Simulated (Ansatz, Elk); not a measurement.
## Bonding as seen by X-rays: BeB2Mo2

The structure of BeB2Mo2 used here is made up (a known structure type with other elements) and was relaxed beforehand with PBEsol. The aim is the Fourier transform of its all-electron density, F(hkl), set beside the sum over free spherical atoms that refinements use.

Program: Elk 11.2.3 (patched build). Level of theory: DFT, PBE, all-electron APW+lo, Dirac cores, scalar-relativistic bands, static density, no spin. Results are calculated unless marked as measured.

This account leaves out most program logs.

The structure was built from a prototype and need not be the compound's stable phase.

## Step 1: The structure

It takes space group Immm (No. 71, orthorhombic). The conventional cell has a = 3.146 Å, b = 4.527 Å, c = 6.788 Å, α = 90.00°, β = 90.00°, γ = 90.00°. Mo has 6 B at 2.31 to 2.39 Å and 2 Be at 2.54 Å nearest. B has 1 B at 1.88 Å and 2 Be at 2.06 Å and 6 Mo at 2.31 to 2.39 Å nearest. Nearest to Be lie 4 B at 2.06 Å and 4 Mo at 2.54 Å. Farther neighbours are not listed.

As a file:

```cif
data_structure
_symmetry_space_group_name_H-M 'P 1'
_symmetry_Int_Tables_number 1
_cell_length_a 4.3721
_cell_length_b 4.3721
_cell_length_c 4.3721
_cell_angle_alpha 137.827
_cell_angle_beta 117.648
_cell_angle_gamma 78.161
_cell_volume 48.33
loop_
_atom_site_label
_atom_site_type_symbol
_atom_site_fract_x
_atom_site_fract_y
_atom_site_fract_z
_atom_site_occupancy
Mo1 Mo 0.29362 0.79362 0.50000 1
Mo2 Mo 0.70638 0.20638 0.50000 1
B3 B 0.29253 0.50000 0.79253 1
B4 B 0.70747 0.50000 0.20747 1
Be5 Be 0.00000 0.00000 0.00000 1
```

## Step 2: Ground state and structure factors

An all-electron density is needed, since X-rays see the cores too. Task 0 finds the density and task 195 Fourier-transforms it; tshift is off so that phases refer to the origin typed.

File elk.in:

```
tasks
  0
  195

xctype
  20

spinpol
  .false.

rgkmax
  7.0

gmaxvr
  14.0

lmaxo
  7

lmaxapw
  8

swidth
  0.002

tshift
  .false.

ramdisk
  .false.

hmaxvr
  5.5

maxscl
  120

epspot
  1e-06

sppath
  './'

avec
  -2.97251455438 4.27703889635 6.41355494770
  2.97251455438 -4.27703889635 6.41355494770
  2.97251455438 4.27703889635 -6.41355494770

atoms
  3
  'Mo.in'
  2
  0.2936228902 0.7936228902 0.5000000000   0.000000 0.000000 0.000000
  0.7063771098 0.2063771098 0.5000000000   0.000000 0.000000 0.000000
  'B.in'
  2
  0.2925315410 0.5000000000 0.7925315410   0.000000 0.000000 0.000000
  0.7074684590 0.5000000000 0.2074684590   0.000000 0.000000 0.000000
  'Be.in'
  1
  -0.0000000000 0.0000000000 -0.0000000000   0.000000 0.000000 0.000000

ngridk
  9 9 9
```

Started as:

```
OMP_NUM_THREADS=4 elk
```

It took 36 s on 4 threads of Intel Xeon Platinum 8375C at 2.90GHz (Ice Lake), shared host; peak memory 0.16 GiB.

SFACRHO.OUT:

```text

h k l indices transformed by vhmat matrix:
   1.000000000       0.000000000       0.000000000    
   0.000000000       1.000000000       0.000000000    
   0.000000000       0.000000000       1.000000000    

      h      k      l  multipl.   |H|            Re(F)            Im(F)           |F|

      0      0      0      1   0.0000000       97.999999     -0.26195913E-16   97.999999    
      0      1     -1      4  0.88287423      -19.062042      0.42422782E-14   19.062042    
      1      1     -1      2  0.97967280      -51.506430      0.14879039E-13   51.506430    
      0     -1      0      4   1.1648760       14.616680      0.37702286E-15   14.616680    
     -1      1      0      4   1.2870601      -62.772224     -0.85470798E-15   62.772224    
      1     -1      1      2   1.4690503       61.057683     -0.74875160E-14   61.057683    
      0     -2      1      8   1.6174926       55.721788     -0.62273872E-14   55.721788    
     -1     -2      2      4   1.6428586       45.409337      0.93299331E-14   45.409337    
     -2      0      0      4   1.7657485      -52.754716     -0.17544744E-13   52.754716    
     -1     -2      1      4   1.8100977      -45.736508     -0.96681418E-14   45.736508    
      1      0      1      8   1.8748453       21.136539     -0.85988077E-14   21.136539    
      2      2     -2      2   1.9593456       31.738650     -0.11341686E-13   31.738650    
     -1      1      1      2   2.1137610       60.664161     -0.68333916E-14   60.664161    
      1     -2      2      4   2.2573623      -10.291713      0.25740590E-13   10.291713    
      1      0     -2      8   2.2907319      -13.780756      0.42016431E-14   13.780756    
      0     -2      0      4   2.3297520      -40.028692     -0.97843374E-14   40.028692    
      1      2     -3      8   2.3312148      -34.101788     -0.20519126E-13   34.101788    
      2      2     -1      8   2.3442608      -21.570120      0.13572782E-13   21.570120
```

Elk indexes on the primitive cell of elk.in and gives |H| = 4π sin θ/λ in inverse bohr. Below, one row stands for each form hkl of the conventional cell (m members, Friedel mates merged), F is for one primitive cell and the density is static (no thermal factor). Free-atom factors are Waasmaier and Kirfel's, and R is Σm||F|−|F'||/Σm|F|.

```
hkl  m  sin θ/λ (Å⁻¹)  abs F, DFT  neutral atoms   diff.
011  4          0.133      19.062         19.180  -0.118
002  2          0.147      51.506         52.305  -0.799
101  4          0.175      14.617         14.944  -0.327
110  4          0.194      62.772         63.470  -0.698
020  2          0.221      61.058         61.878  -0.820
112  8          0.243      55.722         56.016  -0.294
013  4          0.247      45.409         45.812  -0.403
022  4          0.266      52.755         53.084  -0.329
103  4          0.272      45.736         45.938  -0.201
121  8          0.282      21.137         21.106  +0.031
004  2          0.295      31.739         31.886  -0.147
200  2          0.318      60.664         60.776  -0.112
031  4          0.340      10.292         10.251  +0.041
211  8          0.344      13.781         13.740  +0.041
202  4          0.350      40.029         39.802  +0.227
123  8          0.351      34.102         33.925  +0.177
114  8          0.352      21.570         21.466  +0.104
130  4          0.367      52.620         52.385  +0.235
```

## Step 3: The highest occupied states alone

An energy window below the Fermi level keeps the highest occupied states, to see at which angles they scatter; shallow core shells can lie inside it and anion s states outside. No new self-consistency is needed.

elk.in: that of step 2 with these lines changed.

```diff
@@ -1,3 +1,2 @@
 tasks
-  0
   195
@@ -40,2 +39,5 @@
 
+wsfac
+  0.105050 0.772540
+
 sppath
```

Started as:

```
OMP_NUM_THREADS=4 elk
```

Run time: 4.3 s. Hardware: 4 threads; peak memory 0.16 GiB.

States within 10 eV below the Fermi level hold 18.36 electrons; any levels below the window count with the cores, and a count that is not whole means the window cuts a band. Their amplitudes can exceed the total, where window and core parts have opposite phase:

```
hkl  sin θ/λ (Å⁻¹)  abs F, window  abs F, all
011          0.133          1.213      19.062
002          0.147          0.913      51.506
101          0.175          0.566      14.617
110          0.194          1.995      62.772
020          0.221          0.515      61.058
112          0.243          1.348      55.722
013          0.247          0.774      45.409
022          0.266          1.327      52.755
103          0.272          1.112      45.736
121          0.282          0.730      21.137
```

## Step 4: Another functional

The difference from free atoms is small, so it is set against the change that LDA (Perdew-Wang) makes.

elk.in: that of step 3 with these lines changed.

```diff
@@ -1,2 +1,3 @@
 tasks
+  0
   195
@@ -4,3 +5,3 @@
 xctype
-  20
+  3
 
@@ -39,5 +40,2 @@
 
-wsfac
-  0.105050 0.772540
-
 sppath
```

Started as:

```
OMP_NUM_THREADS=4 elk
```

It took 26 s on 4 threads; peak memory 0.16 GiB.

Against the first run R = 0.05 %; the largest change is -0.053 at 2 0 10.

## Step 5: Basis size

A smaller basis shows how fast F responds to it; the change is likely larger than the basis error of the first run, but doesn't show convergence.

elk.in: that of step 4 with these lines changed.

```diff
@@ -5,3 +5,3 @@
 xctype
-  3
+  20
 
@@ -11,3 +11,3 @@
 rgkmax
-  7.0
+  5.5
```

Started as:

```
OMP_NUM_THREADS=4 elk
```

Elapsed: 32 s, on 4 threads; peak memory 0.17 GiB.

Against the first run R = 0.03 %; the largest change is -0.029 at 035.

## Step 6: Settings against the effect

```
              run  R against the first run (%)  R against neutral atoms, low angle (%)  wall time
    PBE, rgkmax 7                         0.00                                    0.77       36 s
LDA (Perdew-Wang)                         0.05                                    0.77       26 s
       rgkmax 5.5                         0.03                                    0.78       32 s
```

## Step 7: What came out

| Property | Result |
| --- | --- |
| R against neutral atoms, sin θ/λ < 0.3 Å⁻¹ | 0.77 % |
| R against neutral atoms, 0.3 to 0.82 Å⁻¹ | 0.36 % |

**Reading.** Independent neutral atoms miss the calculated amplitudes by R = 0.77 % below 0.3 Å⁻¹ and 0.36 % from there to 0.82 Å⁻¹; by shells, 1.15 % below 0.15 Å⁻¹ (2 forms), 0.73 % 0.15 to 0.3 (9 forms), 0.51 % 0.3 to 0.45 (18 forms), 0.33 % above 0.45 (120 forms). Bonding, aspherical density and the tables' own atoms all enter these figures, and the runs don't part them. The largest change of an amplitude is -0.82 electrons, at 020. The window's part falls from 18.4 electrons at the origin to at most 0.14 between 0.45 and 0.82 Å⁻¹. Below 0.3 Å⁻¹ the changes that finished (LDA (Perdew-Wang) and rgkmax 5.5) move F by R = 0.03 % at most, against the 0.77 % that separates it from free atoms. The k-mesh has no finished test. These runs have no spin, though d or f shells may be open. Part of the difference isn't bonding: the tables are fits to free atoms and ions calculated by other methods than this functional. Thermal motion, anomalous dispersion and extinction are left out.

[Logs are printed without paths, hosts, clocks, repeated set-up lines and the standing remarks that a program may print on its own settings, such as how far it seeks lower states.]

[Hosts, paths, dates, database ids (printed as entryN), source tags and the programs' standing remarks are cut or masked in the printed files.]
